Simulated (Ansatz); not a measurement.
## How the geometry moves the gap of AlN (P6_3mc)

Wanted: the change of the gap of AlN (P6_3mc) on relaxing cell and ions.

Program: Ansatz 0.2.0. Level of theory: PBE, HSE06 and G0W0, plane waves, PAW. Values are calculated unless marked as measured.

Report form: inputs, costs, results and the conclusion, without the logs.

The database entry behind the starting cell differs from other determinations of this structure, so it need not match the best structure at room temperature.

**1. The structure**

Symmetry: P6_3mc, No. 186, hexagonal system. Conventional cell: a = 3.113 Å, b = 3.113 Å, c = 4.981 Å, α = 90.00°, β = 90.00°, γ = 120.00°. Nearest to Al lie 4 N at 1.89 Å. Nearest to N lie 4 Al at 1.89 Å. Farther neighbours, and contacts between anions beyond the nearest, are not listed.

The cell and positions come from the Crystallography Open Database and are kept as given unless a step says otherwise. The runs that relaxed it are not among those shown. The default PAW set here is soft_1. Its files were made with PBE.

**2. PBE bands at the given cell**

Levels along a band path, at the cheap level, show where the edges lie and whether the meshes to come will hold them.

This step: DFT, PBE, plane waves, PAW.

input.yaml

```yaml
crystal:
  lattice:
    - [3.113, 0.0, 0.0]
    - [-1.5565, 2.695937082, 0.0]
    - [0.0, 0.0, 4.981]
  atoms:
    - { symbol: Al, position: [0.3333333333, 0.6666666667, 0.0] }
    - { symbol: Al, position: [0.6666666667, 0.3333333333, 0.5] }
    - { symbol: "N", position: [0.3333333333, 0.6666666667, 0.38] }
    - { symbol: "N", position: [0.6666666667, 0.3333333333, 0.88] }
kpoints:
  mp_grid: { grid: [12, 12, 6] }
  band_path:
    path:
      - [[0.0, 0.0, 0.0], [0.5, 0.0, 0.0], [0.33333333, 0.33333333, 0.0], [0.0, 0.0, 0.0], [0.0, 0.0, 0.5], [0.5, 0.0, 0.5], [0.33333333, 0.33333333, 0.5], [0.0, 0.0, 0.5]]
      - [[0.5, 0.0, 0.5], [0.5, 0.0, 0.0]]
      - [[0.33333333, 0.33333333, 0.5], [0.33333333, 0.33333333, 0.0]]
    npoints: 10
hamiltonian:
  xc: pbe
  pseudopotentials: { kind: paw, azcp: { folder: "./paw" } }
scf:
  occupations: { method: fermi_dirac, width: 0.02 }
  n_extra_bands: 5
output:
  eigenvalues: true
  write_density: true
  write_potential: true
  elf: true
  volumetric_format: npy
```

Launch:

```console
$ ansatz run input.yaml --threads 3 --pin off --max-ram 92160MiB --backend cuda --events-out ev --progress --plain --runs-dir out --devices 1 --max-vram 13GiB
```

The job ended after 6.9 s (1 × NVIDIA H100 80GB HBM3 (shared by 6 runs) with 3 threads of AMD EPYC 7R13 (Zen 3), shared host; peak memory 0.91 GiB; 4 s of CPU time).

This step gave:

| Property | Result |
| --- | --- |
| filled bands | 8 |
| gap | 4.214 eV |
| valence top at | Γ |
| conduction bottom at | Γ |
| least direct gap | 4.214 eV |

The gap is direct, at Γ.

**3. The relaxed cell**

Cell and ions were relaxed with PBE; that run is not shown. It left this cell:

It takes space group P6_3mc (No. 186, hexagonal). The conventional cell has a = 3.130 Å, b = 3.130 Å, c = 5.017 Å, α = 90.00°, β = 90.00°, γ = 120.00°. Nearest to Al lie 4 N at 1.90 to 1.91 Å. Nearest to N lie 4 Al at 1.90 to 1.91 Å. Farther neighbours, and contacts between anions beyond the nearest, are not listed.

**4. PBE at the relaxed cell**

The cell differs from the one that the last finished run ended in (a 3.113 → 3.130 Å, b 3.113 → 3.130 Å, c 4.981 → 5.017 Å).

input.yaml, the sections that differ from step 2:

```yaml
crystal:
  lattice:
    - [3.1297620228, 0.0, 0.0]
    - [-1.5648810114, 2.7104534195, 0.0]
    - [0.0, 0.0, 5.0173158176]
  atoms:
    - { symbol: Al, position: [0.3333333333, 0.6666666667, -0.0007702259] }
    - { symbol: Al, position: [0.6666666667, 0.3333333333, 0.4992297741] }
    - { symbol: "N", position: [0.3333333333, 0.6666666667, 0.3807702259] }
    - { symbol: "N", position: [0.6666666667, 0.3333333333, 0.8807702259] }
output:
  eigenvalues: true
# kpoints, hamiltonian, scf: as in step 2
```

The job ended after 17 s (1 × NVIDIA H100 80GB HBM3 (shared by 6 runs) with 3 threads; peak memory 0.88 GiB; 3.6 s of CPU time).

Read from the output:

- gap: 4.038 eV
- valence top at: Γ
- conduction bottom at: Γ
- least direct gap: 4.038 eV

The gap is direct, at Γ.

**5. HSE06 at the relaxed cell**

HSE06 mixes in a quarter of exact exchange at short range. Exchange couples all pairs of k points, which makes a full band path dear, so levels are read on the mesh and at chosen points.

This step: DFT, HSE06, plane waves, PAW.

input.yaml, the sections that differ from step 4:

```yaml
kpoints:
  mp_grid: { grid: [6, 6, 4] }
  band_path:
    path:
      - [0.0, 0.0, 0.0]
      - [0.5, 0.0, 0.0]
      - [0.33333333, 0.33333333, 0.0]
      - [0.0, 0.0, 0.5]
      - [0.5, 0.0, 0.5]
      - [0.33333333, 0.33333333, 0.5]
    npoints: 1
hamiltonian:
  xc: hse06
  pseudopotentials: { kind: paw, azcp: { folder: "./paw" } }
scf:
  occupations: { method: fixed }
  n_extra_bands: 5
# crystal, output: as in step 4
```

Run time: 27 s. Hardware: 1 × NVIDIA H100 80GB HBM3 (shared by 6 runs) with 3 threads; peak memory 1.2 GiB; 10 s of CPU time.

This step gave:

```
gap                  : 5.386 eV
valence top at       : Γ
conduction bottom at : Γ
least direct gap     : 5.386 eV
```

The gap stands +1.35 eV against PBE.

**6. G0W0 at the relaxed cell**

G0W0 replaces the xc potential by the self-energy, built once from these orbitals. Only a window of levels is corrected, while the sums run over the empty bands that the input names.

This step: G0W0 on PBE, plane waves, PAW.

input.yaml

```yaml
crystal:
  lattice:
    - [3.1297620228, 0.0, 0.0]
    - [-1.5648810114, 2.7104534195, 0.0]
    - [0.0, 0.0, 5.0173158176]
  atoms:
    - { symbol: Al, position: [0.3333333333, 0.6666666667, -0.0007702259] }
    - { symbol: Al, position: [0.6666666667, 0.3333333333, 0.4992297741] }
    - { symbol: "N", position: [0.3333333333, 0.6666666667, 0.3807702259] }
    - { symbol: "N", position: [0.6666666667, 0.3333333333, 0.8807702259] }
kpoints:
  mp_grid: { grid: [6, 6, 4] }
hamiltonian:
  xc: pbe
  pseudopotentials: { kind: paw, azcp: { folder: "./paw" } }
scf:
  occupations: { method: fixed }
gw:
  n_empty_bands: 127
  ecut_chi: 120
  qp_bands: [v2, c2]
  qp_kpoints: band_edges
  screening: { model: contour_deformation }
```

Elapsed: 20 s, on 1 × NVIDIA H100 80GB HBM3 (shared by 6 runs) with 3 threads; peak memory 1.1 GiB.

Numbers from this step:

| Property | Result |
| --- | --- |
| bands summed | 135 |
| RPA ε∞ on this mesh (eigenvalues) | 4.253, 4.253, 4.423 |
| plane waves in the screening matrix | 135 |
| G0W0 gap on the mesh | 5.603 eV |
| k of the valence top | 0, 0, 0 |
| k of the conduction bottom | 0, 0, 0 |
| starting gap on the mesh | 4.038 eV |
| least direct G0W0 gap on the computed points | 5.603 eV |

The gap on the mesh goes from 4.04 eV to 5.60 eV, a correction of +1.56 eV. Between the two edge states, bare exchange in place of the xc potential would open the gap by 8.52 eV, and correlation takes back 6.96 eV.

**7. G0W0 at the given cell**

input.yaml, the sections that differ from step 6:

```yaml
crystal:
  lattice:
    - [3.113, 0.0, 0.0]
    - [-1.5565, 2.695937082, 0.0]
    - [0.0, 0.0, 4.981]
  atoms:
    - { symbol: Al, position: [0.3333333333, 0.6666666667, 0.0] }
    - { symbol: Al, position: [0.6666666667, 0.3333333333, 0.5] }
    - { symbol: "N", position: [0.3333333333, 0.6666666667, 0.38] }
    - { symbol: "N", position: [0.6666666667, 0.3333333333, 0.88] }
gw:
  n_empty_bands: 124
  ecut_chi: 120
  qp_bands: [v2, c2]
  qp_kpoints: band_edges
  screening: { model: contour_deformation }
# kpoints, hamiltonian, scf: as in step 6
```

The job ended after 26 s (1 × NVIDIA H100 80GB HBM3 (shared by 6 runs) with 3 threads; peak memory 1.1 GiB).

Numbers from this step:

```yaml
bands_summed: 132
rpa_eps_infinity_on_this_mesh_eigenvalues: 4.225, 4.225, 4.374
plane_waves_in_the_screening_matrix: 135
g0w0_gap_on_the_mesh: 5.806 eV
k_of_the_valence_top: 0, 0, 0
k_of_the_conduction_bottom: 0, 0, 0
starting_gap_on_the_mesh: 4.213 eV
least_direct_g0w0_gap_on_the_computed_points: 5.806 eV
```

The gap on the mesh goes from 4.21 eV to 5.81 eV, a correction of +1.59 eV. Between the two edge states, bare exchange in place of the xc potential would open the gap by 8.62 eV, and correlation takes back 7.03 eV.

**8. Together**

G0W0 rows are gaps on the mesh, lowered where the mesh misses an edge of the band path.

```
   level  given cell (eV)  relaxed cell (eV)  change (eV)
     PBE             4.21               4.04        −0.18
   HSE06                -               5.39            -
G0W0@PBE             5.81               5.60        −0.20
```

**9. What came out**

* volume change: +1.8 %
* PBE, given cell: 4.21 eV
* PBE, relaxed cell: 4.04 eV
* HSE06, relaxed cell: 5.39 eV
* G0W0@PBE, relaxed cell: 5.60 eV
* G0W0@PBE, given cell: 5.81 eV
* known limits: short of the basis limit

In words: Relaxation changes the volume by +1.8 % and the gap by −0.18 eV (PBE) and −0.20 eV (G0W0@PBE). Bands and cutoff are finite, so the gap stands short of the basis limit, usually by up to a few tenths of an eV; the mesh is an error of its own.

[Long decimals in the printed logs are rounded to 6 places.]

[Logs are printed without paths, hosts, clocks, repeated set-up lines and the standing remarks that a program may print on its own settings, such as how far it seeks lower states.]

[Paths, hosts, dates, memory and timing lines, banners, echoed tables and standing remarks are left out of the program output; an Ansatz launch command may be rebuilt from the run's recorded settings. Measured values are a selection of at most five: reports struck by readers or far from the other reports are left out. None is set beside runs whose start may be inverted or whose files or cutoffs have a known fault.]

[Runs of the session that timed out or met a known fault of the program may be left out.]

[Cells called generated may have been cut or substituted from an entry of the Crystallography Open Database or the Materials Project.]

[Hosts, paths, dates, database ids (printed as entryN), source tags and the programs' standing remarks are cut or masked in the printed files.]

[Where the starting crystal was built by hand or by swapping elements, it need not be the compound's stable phase.]
